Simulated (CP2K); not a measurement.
Two runs for the O K edge of formylcyclopropane. Run A: CP2K XAS_TDP, all-electron GAPW, PBEh(45%), aug-cc-pVDZ, TDA, no relativity. Run B differs in one setting.

First lines with a strength over 0.0015. A:

```csv
atom,energy (eV),states,"strength, one atom"
O1 (bonded to C),526.46,1,0.0430
,532.99,1,0.0018
,534.03,1,0.0054
,534.14,1,0.0020
,534.43,1,0.0016
```

B:

```csv
atom,energy (eV),states,"strength, one atom"
O1 (bonded to C),526.47,1,0.0430
,533.72,1,0.0029
,534.11,1,0.0079
,535.17,1,0.0062
,535.56,1,0.0016
```

Q: Which was it: the basis, GW2X switched on, the functional, scalar relativity switched on?

The basis (basis from aug-cc-pVDZ to 6-31G*; the lines alone don't name the new value). A basis moves diffuse and continuum lines far more than the leading valence line. Against PBEh(45%) in aug-cc-pVDZ, the leading line moves by +0.01 eV, to 526.47 eV. The next line of O1 over the strength cut lies 7.25 eV higher, against 6.53.

[Banner, clock and machine lines of the logs are left out without a mark of their own.]

[Logs are printed without paths, hosts, clocks, repeated set-up lines and the standing remarks that a program may print on its own settings, such as how far it seeks lower states.]

[Hosts, paths, dates, database ids (printed as entryN), source tags and the programs' standing remarks are cut or masked in the printed files.]
